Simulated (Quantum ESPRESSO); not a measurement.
# Collinear magnetic orders of FeGe with Quantum ESPRESSO

Wanted: the moments of FeGe and the energy of each order that was tried.

Calculated with Quantum ESPRESSO 7.5; PBE; plane waves with GBRV 1.5 PBE potentials, no spin-orbit coupling.

Most raw output is cut from this account.

The database entry behind the starting cell differs from later determinations by our own check (about 0.2 % short), so it need not match the best structure at ambient conditions.

## 1. Starting point

Symmetry: P2_13, No. 198, cubic system. The conventional cell has a = 4.689 Å, b = 4.689 Å, c = 4.689 Å, α = 90.00°, β = 90.00°, γ = 90.00°. Fe has 7 Ge at 2.38 to 2.64 Å nearest. Ge has 7 Fe at 2.38 to 2.64 Å nearest. Farther neighbours are not listed.

The cell comes from the Crystallography Open Database.

## 2. Run 1, typed as ferro ++++

The signs are those of the starting moments on the seeded atoms, the atoms that are given a moment.

pw.in reads:

```
&CONTROL
  calculation = 'scf'
  prefix = 'pwscf'
  outdir = './tmp'
  pseudo_dir = './pseudo'
  disk_io = 'nowf'
/
&SYSTEM
  ibrav = 0
  celldm(1) = 8
  nat = 8
  ntyp = 2
  ecutwfc = 40
  ecutrho = 280
  nbnd = 80
  occupations = 'smearing'
  smearing = 'fd'
  degauss = 0.00367493
  nspin = 2
  starting_magnetization(1) = 0.175
  starting_magnetization(2) = 0
/
&ELECTRONS
  conv_thr = 1.6d-08
  electron_maxstep = 150
  mixing_beta = 0.3
/
ATOMIC_SPECIES
Fe     55.8450 fe_pbe_v1.5.uspp.F.UPF
Ge     72.6300 ge_pbe_v1.4.uspp.F.UPF
CELL_PARAMETERS alat
   1.1076157247963    0.0000000000000    0.0000000000000
   0.0000000000000    1.1076157247963    0.0000000000000
   0.0000000000000    0.0000000000000    1.1076157247963
ATOMIC_POSITIONS crystal
Fe      0.1350000000    0.1350000000    0.1350000000
Fe      0.3650000000    0.8650000000    0.6350000000
Fe      0.6350000000    0.3650000000    0.8650000000
Fe      0.8650000000    0.6350000000    0.3650000000
Ge      0.8420000000    0.8420000000    0.8420000000
Ge      0.6580000000    0.1580000000    0.3420000000
Ge      0.3420000000    0.6580000000    0.1580000000
Ge      0.1580000000    0.3420000000    0.6580000000
K_POINTS automatic
8 8 8 0 0 0
```

Launch:

```console
> OMP_NUM_THREADS=1 mpirun -n 4 pw.x -nk 4 -in pw.in > pw.out
```

The job ended after 2.5 min (4 MPI ranks of Intel Xeon Platinum 8375C at 2.90GHz (Ice Lake), shared host; peak memory 0.86 GiB; 9.8 min of CPU time).

Spin moment in the atom's sphere by atom:

| atom | spin moment in the atom's sphere (μB) |
| --- | --- |
| Fe1 | 1.23 |
| Fe2 | 1.23 |
| Fe3 | 1.23 |
| Fe4 | 1.23 |
| Ge5 | -0.06 |
| Ge6 | -0.06 |
| Ge7 | -0.06 |
| Ge8 | -0.06 |

Read from the output:

```
smearing term TS       : 0.06051 eV
magnetization          : 4.405 μB
absolute magnetization : 5.613 μB
final state            : ferromagnetic
```

Spin density in the ac plane at fractional y = 0.135, with atoms of Fe and Ge within 0.2 Å of it.

Ten even steps from '0' (0.0 e/Å³) to '9' (2.3 e/Å³), each cell a mean:
```
00000000000000
00000000000000
00000000000000
00000000000000
00000000000000
00000000000000
00000000000000
00000000000000
00000000000000
00000000000000
02310000000000
27940000000000
16820000000000
01200000000000
```
Columns run along a (4.7 Å), rows up along c (4.7 Å). Atoms in or near the plane, at fractional coordinates: Fe at (0.13, 0.13), Ge at (0.66, 0.34).

Valence density in the ac plane at fractional y = 0.135, with atoms of Fe and Ge within 0.2 Å of it. It is the smooth field of the valence electrons, not physical close to the nuclei.

Ten steps, logarithmic in the rise over the least value, from '0' (0 e/Å³) to '9' (31 e/Å³), each cell a mean:
```
11210000000000
00000000010000
00100000000000
01111000000000
01111000000000
00111000000000
00000001121000
00000012464200
00000013897310
13321013797311
47752012454211
69973101111112
58973000000001
35641000000001
```
Columns run along a (4.7 Å), rows up along c (4.7 Å). Atoms in or near the plane, at fractional coordinates: Fe at (0.13, 0.13), Ge at (0.66, 0.34).

## 3. Start 2: antiferro ++−−

pw.in: that of step 2 with these lines changed.

```diff
@@ -11,6 +11,6 @@
   nat = 8
-  ntyp = 2
+  ntyp = 3
   ecutwfc = 40
   ecutrho = 280
-  nbnd = 80
+  nbnd = 74
   occupations = 'smearing'
@@ -20,3 +20,4 @@
   starting_magnetization(1) = 0.175
-  starting_magnetization(2) = 0
+  starting_magnetization(2) = -0.175
+  starting_magnetization(3) = 0
 /
@@ -28,3 +29,4 @@
 ATOMIC_SPECIES
-Fe     55.8450 fe_pbe_v1.5.uspp.F.UPF
+Fe1    55.8450 fe_pbe_v1.5.uspp.F.UPF
+Fe2    55.8450 fe_pbe_v1.5.uspp.F.UPF
 Ge     72.6300 ge_pbe_v1.4.uspp.F.UPF
@@ -35,6 +37,6 @@
 ATOMIC_POSITIONS crystal
-Fe      0.1350000000    0.1350000000    0.1350000000
-Fe      0.3650000000    0.8650000000    0.6350000000
-Fe      0.6350000000    0.3650000000    0.8650000000
-Fe      0.8650000000    0.6350000000    0.3650000000
+Fe1     0.1350000000    0.1350000000    0.1350000000
+Fe1     0.3650000000    0.8650000000    0.6350000000
+Fe2     0.6350000000    0.3650000000    0.8650000000
+Fe2     0.8650000000    0.6350000000    0.3650000000
 Ge      0.8420000000    0.8420000000    0.8420000000
```

Elapsed: 9.4 min, on 4 MPI ranks; peak memory 1.7 GiB.

Spin moment in the atom's sphere by atom:

| atom | spin moment in the atom's sphere (μB) |
| --- | --- |
| Fe1 | 1.06 |
| Fe2 | 1.06 |
| Fe3 | -1.06 |
| Fe4 | -1.06 |
| Ge5 | 0.00 |
| Ge6 | 0.00 |
| Ge7 | 0.00 |
| Ge8 | 0.00 |

This step gave:

```yaml
smearing_term_ts: 0.05905 eV
magnetization: 0 μB
absolute_magnetization: 4.73 μB
final_state: antiferromagnetic
```

Spin density in the ac plane at fractional y = 0.135, with atoms of Fe and Ge within 0.2 Å of it.

Ten even steps from '0' (0.0 e/Å³) to '9' (1.9 e/Å³), each cell a mean:
```
00000000000000
00000000000000
00000000000000
00000000000000
00000000000000
00000000000000
00000000000000
00000000000000
00000000000000
00000000000000
02410000000000
17930000000000
16820000000000
01200000000000
```
Columns run along a (4.7 Å), rows up along c (4.7 Å). Atoms in or near the plane, at fractional coordinates: Fe at (0.13, 0.13), Ge at (0.66, 0.34).

Valence density in the ac plane at fractional y = 0.135, with atoms of Fe and Ge within 0.2 Å of it. It is the smooth field of the valence electrons, not physical close to the nuclei.

Ten steps, logarithmic in the rise over the least value, from '0' (0 e/Å³) to '9' (31 e/Å³), each cell a mean:
```
11210000000000
00000000010000
00100000000000
01111000000000
01111000000000
00111000000000
00000001121000
00000012464200
00000013897310
13320013797311
47752012454211
69973101111112
58973000000001
35641000000001
```
Columns run along a (4.7 Å), rows up along c (4.7 Å). Atoms in or near the plane, at fractional coordinates: Fe at (0.13, 0.13), Ge at (0.66, 0.34).

## 4. Run 3, typed as ferri +++−

pw.in: that of step 3 with these lines changed.

```diff
@@ -14,3 +14,3 @@
   ecutrho = 280
-  nbnd = 74
+  nbnd = 77
   occupations = 'smearing'
@@ -39,3 +39,3 @@
 Fe1     0.3650000000    0.8650000000    0.6350000000
-Fe2     0.6350000000    0.3650000000    0.8650000000
+Fe1     0.6350000000    0.3650000000    0.8650000000
 Fe2     0.8650000000    0.6350000000    0.3650000000
```

Wall time 31 min (4 MPI ranks); peak memory 1.2 GiB; 2.1 h of CPU time.

Spin moment in the atom's sphere by atom:

| atom | spin moment in the atom's sphere (μB) |
| --- | --- |
| Fe1 | 1.23 |
| Fe2 | 1.23 |
| Fe3 | 1.23 |
| Fe4 | 1.23 |
| Ge5 | -0.06 |
| Ge6 | -0.06 |
| Ge7 | -0.06 |
| Ge8 | -0.06 |

Read from the output:

```yaml
smearing_term_ts: 0.06051 eV
magnetization: 4.405 μB
absolute_magnetization: 5.613 μB
final_state: ferromagnetic
```

The typed signs were not kept.

## 5. Run 4, typed as no spin polarisation

pw.in reads:

```
&CONTROL
  calculation = 'scf'
  prefix = 'pwscf'
  outdir = './tmp'
  pseudo_dir = './pseudo'
  disk_io = 'nowf'
/
&SYSTEM
  ibrav = 0
  celldm(1) = 8
  nat = 8
  ntyp = 2
  ecutwfc = 40
  ecutrho = 280
  nbnd = 74
  occupations = 'smearing'
  smearing = 'fd'
  degauss = 0.00367493
/
&ELECTRONS
  conv_thr = 1.6d-08
  electron_maxstep = 150
  mixing_beta = 0.3
/
ATOMIC_SPECIES
Fe     55.8450 fe_pbe_v1.5.uspp.F.UPF
Ge     72.6300 ge_pbe_v1.4.uspp.F.UPF
CELL_PARAMETERS alat
   1.1076157247963    0.0000000000000    0.0000000000000
   0.0000000000000    1.1076157247963    0.0000000000000
   0.0000000000000    0.0000000000000    1.1076157247963
ATOMIC_POSITIONS crystal
Fe      0.1350000000    0.1350000000    0.1350000000
Fe      0.3650000000    0.8650000000    0.6350000000
Fe      0.6350000000    0.3650000000    0.8650000000
Fe      0.8650000000    0.6350000000    0.3650000000
Ge      0.8420000000    0.8420000000    0.8420000000
Ge      0.6580000000    0.1580000000    0.3420000000
Ge      0.3420000000    0.6580000000    0.1580000000
Ge      0.1580000000    0.3420000000    0.6580000000
K_POINTS automatic
8 8 8 0 0 0
```

Run time: 57 s. Hardware: 4 MPI ranks; peak memory 0.64 GiB; 3.7 min of CPU time.

This step gave:

```yaml
smearing_term_ts: 0.06967 eV
final_state: non-magnetic (no spin polarisation)
```

## 6. Energies of the orders

An order is kept where moments of 0.15 μB or more survive with the typed signs; meshes match where a doubled cell samples the same k points as the first cell.

Orders:

| start | final state | typed order kept | energy over the lowest (meV a seeded atom) | largest site moment (μB) | net moment (μB a cell of the first run) | mesh matched | CPU time (s) |
| --- | --- | --- | --- | --- | --- | --- | --- |
| ferro ++++ | ferromagnetic | yes | 0 | 1.229 | 4.405 | yes | 586.6 |
| antiferro ++-- | antiferromagnetic | yes | 54.5 | 1.065 | 8.76e-4 | yes | 2260 |
| ferri +++- | ferromagnetic | no | 0 | 1.229 | 4.405 | yes | 7478 |
| no spin polarisation | non-magnetic | - | 69.14 | 0 | 0 | yes | 224.6 |

## 7. Results

```
lowest state found      : ferromagnetic (from ferro ++++ and ferri +++-)
largest site moment     : 1.23 μB
next state with moments : antiferromagnetic, 54.5 meV a seeded atom higher
state without moments   : 69.1 meV a seeded atom higher
```

In words: 1 start left the typed signs, so such an energy belongs to the state reached, not the one typed. Only these 4 starts were compared; other wavevectors, canted and longer-period orders were not.

[Logs and program files are shortened in this print: banners, set-up blocks, solver, clock and traceback lines can be left out without a mark of their own.]

[Logs are printed without paths, hosts, clocks, repeated set-up lines and the standing remarks that a program may print on its own settings, such as how far it seeks lower states.]

[Hosts, paths, dates, database ids (printed as entryN), source tags and the programs' standing remarks are cut or masked in the printed files.]

[Where a cell is said to come from a database of computed structures, the database is the Materials Project.]
